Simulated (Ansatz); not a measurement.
# Br on Mg(0001): change of the work function, part 3 of 3

Aim: the work function of Mg(0001) at several coverages of Br (fcc site), and the dipole that each adsorbate carries.

Ansatz 0.2.0; plane-wave DFT, PBE, Ansatz PAW.

So far, work function, upper face (eV): step 2 (the clean slab) 3.79; step 3 (17 atoms, coverage 0.25 ML, cell 2x2) 4.16.

### 4. Adsorbate added, k-mesh 12×12×1, coverage 1 ML

System of this step: Br/Mg(0001). The cell holds 5 atoms: 4 Mg and 1 Br. Its edges and angles: a = 3.210 Å, b = 3.210 Å, c = 27.796 Å, α = 90.0°, β = 90.0°, γ = 60.0°. Vacuum lies along c.

Another coverage, to see how the dipoles act on each other as their distance changes.

Input file input.yaml:

```yaml
crystal:
  lattice:
    - [3.21, 0.0, 0.0]
    - [1.605, 2.7799415461, 0.0]
    - [0.0, 0.0, 27.7956185573]
  atoms:
    - { symbol: Mg, position: [0.6666666667, 0.6666666667, 0.3237920387] }
    - { symbol: Mg, position: [0.0, 0.0, 0.4175665303] }
    - { symbol: Mg, position: [0.6666666667, 0.6666666667, 0.511524413] }
    - { symbol: Mg, position: [0.0, 0.0, 0.6061475744] }
    - { symbol: Br, position: [0.3333333333, 0.3333333333, 0.6762079613] }
kpoints:
  mp_grid: { grid: [12, 12, 1] }
hamiltonian:
  xc: pbe
scf:
  occupations: { method: fermi_dirac, width: 0.1 }
  convergence: { dr2_threshold: 1.0e-08 }
efield:
  axis: 3
  dipole_correction: true
  ramp_position: 0.97
  ramp_width: 0.06
relax:
  f_tol: 0.02
  max_steps: 60
  constraints: [{ sites: [0, 1] }]
output:
  write_potential: true
  write_density: true
  volumetric_format: npy
```

Launch:

```
> ansatz run input.yaml --threads 4 --pin off --max-ram 6144MiB --backend cpu --events-out ev --progress --plain --runs-dir out
```

Numbers of over 12 decimals in the logs are rounded to 6 here.

The log of the run:

```text
[...]
Crystal: 5 atoms, lattice volume = 248.037 Å³
Basis set: ecut = 420 eV, 4941 PW (Γ), exchange–correlation on 48×48×384 points (8 copies of the dense FFT grid, shifted against one another)
Bands: 29, of which v1, the nominal top of the filled ones, is band 24 counted from 1 (23 counted from 0)
Symmetry: 6 space group operations
[...]
k-points: 19 of 144 (time reversal used)
[...]
SCF iter   1: F=—  HF=-10479.230609 eV  |F-HF|=—  |Δ(HF+E_count)|=         —  Δρ=6.05e-3  dr2=4.20e0  ethr=1.77e-3  p=-0.116 e·Å  D=-8.43e-2 V/Å  ΔV_dip=2.34 eV  dr2_dipole=2.42e0  V_vac-E_F(+/−)=5.78/3.44 eV  ⟨swp⟩=10.7  Hψ=3222  notcnv=0
[...]
SCF iter   8: F=-10479.121037 eV  HF=-10479.121037 eV  |F-HF|=1.08e-9  |Δ(HF+E_count)|=   2.38e-8  Δρ=5.24e-7  dr2=2.75e-9  ethr=2.13e-11  p=-0.073 e·Å  D=-5.29e-2 V/Å  ΔV_dip=1.47 eV  dr2_dipole=7.49e-10  V_vac-E_F(+/−)=5.18/3.71 eV  ⟨swp⟩=10.0  Hψ=3434  notcnv=0
SCF 1 converged in 8 iterations: F = -10479.121037 eV  dr2 = 2.75e-9
[...]
relax step   1: F+E_penalty+E_count = -10479.12103678 eV  Δ(F+E_penalty+E_count) = +0.000e0 eV  max|allowed force component| = 8.486e-1 eV/Å  Δτ_max = 0.0000 Å  (8 SCF iters, accepted)
[...]
SCF iter   8: F=-10479.215830 eV  HF=-10479.215830 eV  |F-HF|=1.58e-10  |Δ(HF+E_count)|=   9.22e-9  Δρ=4.01e-7  dr2=5.46e-10  ethr=2.13e-11  p=-0.050 e·Å  D=-3.68e-2 V/Å  ΔV_dip=1.02 eV  dr2_dipole=8.44e-11  V_vac-E_F(+/−)=4.76/3.73 eV  ⟨swp⟩=9.8  Hψ=3256  notcnv=0
SCF 2 converged in 8 iterations: F = -10479.215830 eV  dr2 = 5.46e-10
relax step   2: F+E_penalty+E_count = -10479.21582979 eV  Δ(F+E_penalty+E_count) = -9.479e-2 eV  max|allowed force component| = 9.150e-2 eV/Å  Δτ_max = 0.1922 Å  (8 SCF iters, accepted)
SCF iter   1: F=—  HF=-10479.221829 eV  |F-HF|=—  |Δ(HF+E_count)|=         —  Δρ=1.69e-3  dr2=1.69e-2  ethr=1.44e-3  p=-0.050 e·Å  D=-3.68e-2 V/Å  ΔV_dip=1.02 eV  dr2_dipole=1.36e-3  V_vac-E_F(+/−)=4.79/3.77 eV  ⟨swp⟩=4.3  Hψ=1615  notcnv=0
[...]
SCF iter   7: F=-10479.219791 eV  HF=-10479.219791 eV  |F-HF|=1.66e-9  |Δ(HF+E_count)|=   5.31e-8  Δρ=8.20e-7  dr2=2.12e-9  ethr=2.13e-11  p=-0.052 e·Å  D=-3.81e-2 V/Å  ΔV_dip=1.06 eV  dr2_dipole=2.14e-11  V_vac-E_F(+/−)=4.81/3.75 eV  ⟨swp⟩=10.2  Hψ=3421  notcnv=0
SCF 3 converged in 7 iterations: F = -10479.219791 eV  dr2 = 2.12e-9
relax step   3: F+E_penalty+E_count = -10479.21979097 eV  Δ(F+E_penalty+E_count) = -3.961e-3 eV  max|allowed force component| = 2.747e-2 eV/Å  Δτ_max = 0.0878 Å  (7 SCF iters, accepted)
SCF iter   1: F=—  HF=-10479.220034 eV  |F-HF|=—  |Δ(HF+E_count)|=         —  Δρ=2.55e-4  dr2=8.93e-4  ethr=7.65e-6  p=-0.052 e·Å  D=-3.81e-2 V/Å  ΔV_dip=1.06 eV  dr2_dipole=2.66e-4  V_vac-E_F(+/−)=4.81/3.75 eV  ⟨swp⟩=3.9  Hψ=1280  notcnv=0
[...]
SCF iter   6: F=-10479.219964 eV  HF=-10479.219964 eV  |F-HF|=1.14e-9  |Δ(HF+E_count)|=   2.73e-8  Δρ=1.04e-6  dr2=5.17e-9  ethr=2.13e-11  p=-0.051 e·Å  D=-3.75e-2 V/Å  ΔV_dip=1.04 eV  dr2_dipole=4.75e-10  V_vac-E_F(+/−)=4.79/3.75 eV  ⟨swp⟩=10.3  Hψ=3355  notcnv=0
SCF 4 converged in 6 iterations: F = -10479.219964 eV  dr2 = 5.17e-9
relax step   4: F+E_penalty+E_count = -10479.21996411 eV  Δ(F+E_penalty+E_count) = -1.731e-4 eV  max|allowed force component| = 9.811e-3 eV/Å  Δτ_max = 0.0139 Å  (6 SCF iters, accepted)
[...]
WARN: The input density's exchange-correlation potential varies sharply where the density is thin. Do not read a vacuum level from v_tot or v_xc, or from such a field of the output density. On a cell that repeats whose density bears no net charge and no dipole along the vacuum's axis use v_es (v_loc + v_h of the components); under efield.dipole_correction with no amplitude use v_es + v_field, which holds any external [...]
SCF converged after 6 iterations
Free energy (F): -10479.219964 eV
[...]
Internal energy: -10479.168968 eV  (E = F + TS)
E sigma→0 (E₀):  -10479.194466 eV
Entropy (-TS):   -0.050997 eV (-10.199 meV/atom)
Fermi energy:    0.410937 eV
Dipole field:    D = -0.037520 V/Å  (p = -0.051430 e·Å, saw-weighted, corrected)
Work function:   Φ+ = 4.7953 eV   Φ− = 3.7525 eV
[...]
--- Forces (eV/Å), atoms counted from 1 ---
  atom   1  Mg    -0.00000000     0.00000000    -0.01445419
  atom   2  Mg     0.00000000    -0.00000000     0.01464651
  atom   3  Mg    -0.00000000     0.00000000     0.00544074
  atom   4  Mg     0.00000000    -0.00000000    -0.00981099
  atom   5  Br    -0.00000000     0.00000000     0.00419787
  max |Σ_I F_I| component: 1.99e-5 eV/Å
--- Band table (eV; the first three rows and the last of 19) ---
  k-point 0: bands = [... 20 lower, -3.1311, -1.2026, -0.1081, -0.1081, 1.1985, 3.2154, 4.2394, 4.9085, ... 1 higher]
  k-point 1: bands = [... 20 lower, -3.0115, -1.0984, -0.6678, -0.2247, 1.3306, 3.3508, 4.3788, 5.0329, ... 1 higher]
  k-point 2: bands = [... 20 lower, -2.6619, -1.9628, -0.7025, -0.5206, 1.6906, 3.7265, 4.7741, 5.3680, ... 1 higher]
  k-point 18: bands = [... 20 lower, 0.1093, 0.1298, 0.1801, 0.8312, 1.0427, 1.1152, 2.6022, 2.6944, ... 1 higher]
--- Relaxed structure (4 steps of the walk, 4 accepted, 0 SCFs on fresh bases) ---
  F+E_penalty+E_count = -10479.21996411 eV   max|allowed force component| = 9.811e-3 eV/Å
  atoms:
    - { symbol: Mg, position: [0.666667, 0.666667, 0.323792] }
    - { symbol: Mg, position: [-1.850371707762447e-17, -1.850371707762447e-17, 0.417567] }
    - { symbol: Mg, position: [0.666667, 0.666667, 0.510422] }
    - { symbol: Mg, position: [-1.850371707762447e-17, -1.850371707762447e-17, 0.602418] }
    - { symbol: Br, position: [0.333333, 0.333333, 0.665934] }
```

Run time: 9 s. Hardware: 4 threads of Arm Neoverse V2, shared host; peak memory 0.53 GiB; 34 s of CPU time.

Step by step:

```
step  energy less that of the first step (eV)  largest force component (eV/Å)
   1                                   0.0000                          0.8486
   2                                  -0.0948                          0.0915
   3                                  -0.0988                          0.0275
   4                                  -0.0989                          0.0098
```

The run keeps the 6 symmetry operations that it works with, so distortions that break them were not tested.

The atoms that moved most (Å):

```
atom     dx     dy      dz  length
 Br5  0.000  0.000  -0.286   0.286
 Mg4  0.000  0.000  -0.104   0.104
 Mg3  0.000  0.000  -0.031   0.031
```

Final coordinates:

```xyz
5
Lattice="3.2100 0.0000 0.0000 1.6050 2.7799 0.0000 0.0000 0.0000 27.7956" Properties=species:S:1:pos:R:3
Mg    3.2100    1.8533    9.0000
Mg    0.0000    0.0000   11.6065
Mg    3.2100    1.8533   14.1875
Mg    0.0000    0.0000   16.7446
Br    1.6050    0.9266   18.5101
```

Numbers from this step:

```
energy at zero smearing        : -10479.1945 eV
work function, upper face      : 4.795 eV
work function, lower face      : 3.752 eV
dipole along the normal        : -0.05143 e·Å
step between the vacuum levels : 1.043 eV
```

Running mean over 2.60652 Å of the planar mean; the ramp of the sawtooth is left out. Table of electron's electrostatic potential energy less the Fermi level by z:

```
z (Å)  electron's electrostatic potential energy less the Fermi level (eV)
    4                                                                 3.75
    5                                                                 3.74
    6                                                                 3.61
    7                                                                 2.59
    8                                                                -2.07
    9                                                                -3.98
   10                                                                -3.99
   11                                                                -4.00
   12                                                                -4.01
   13                                                                -4.14
   14                                                                -4.01
   15                                                                -4.16
   16                                                                -4.31
   17                                                                -6.55
   18                                                                -8.32
   19                                                                -4.36
   20                                                                 1.47
   21                                                                 4.64
   22                                                                 4.79
   23                                                                 4.79
   24                                                                 4.79
```

The relaxation took 4 steps and lowered the energy by 0.099 eV; the largest force on the free atoms ends at 0.0098 eV/Å.

The covered face has 4.80 eV, +1.01 eV against the clean one; the bare back face has moved by -0.04 eV, a measure of how thin the slab is.

### 5. Work function against coverage

This step: plane-wave DFT, PBE, Ansatz PAW; work function against coverage (Ansatz 0.2.0).

The runs are now put side by side.

This step gave:

| Quantity | Value |
| --- | --- |
| work function of the clean face | 3.787 eV |
| largest change of the work function | 1.008 eV |

Work function of the covered face against coverage:

```
coverage (adsorbates/nm²)  work function of the covered face (eV)
                     0.00                                    3.79
                     2.80                                    4.16
                    11.21                                    4.80
```

The dipole per adsorbate comes from the change of the cell's dipole. Coverage, by row:

```
coverage (1/nm²)  coverage (ML)  work function (eV)  change (eV)  dipole per adsorbate, positive end outwards (debye)  mean height of the added atoms over the highest substrate atom (Å)
           2.802           0.25               4.164       0.3769                                               -0.402                                                                1.98
           11.21              1               4.795        1.008                                               -0.248                                                               1.765
```

### 6. Results

* work function of the clean face: 3.79 eV
* work function at 0.25 ML: 4.16 eV
* work function at 1 ML: 4.80 eV
* dipole per adsorbate at 0.25 ML, positive end outwards: -0.40 D

**Reading.** Br raises the work function of Mg(0001) at the lowest coverage, by 0.38 eV: the adsorbate layer has its negative end outwards. The slab has 4 layers, at the tabulated experimental lattice constant, one starting site was run, and quantum-size effects of a slab this thin can reach one or two tenths of an eV.

[Logs are printed without paths, hosts, clocks, repeated set-up lines and the standing remarks that a program may print on its own settings, such as how far it seeks lower states.]

[Hosts, paths, dates, database ids (printed as entryN), source tags and the programs' standing remarks are cut or masked in the printed files.]

[Maps of the electrostatic potential energy from Ansatz leave out the sawtooth potential of an applied field or a dipole correction, so their vacuum need not be flat; planar profiles and work functions include it.]
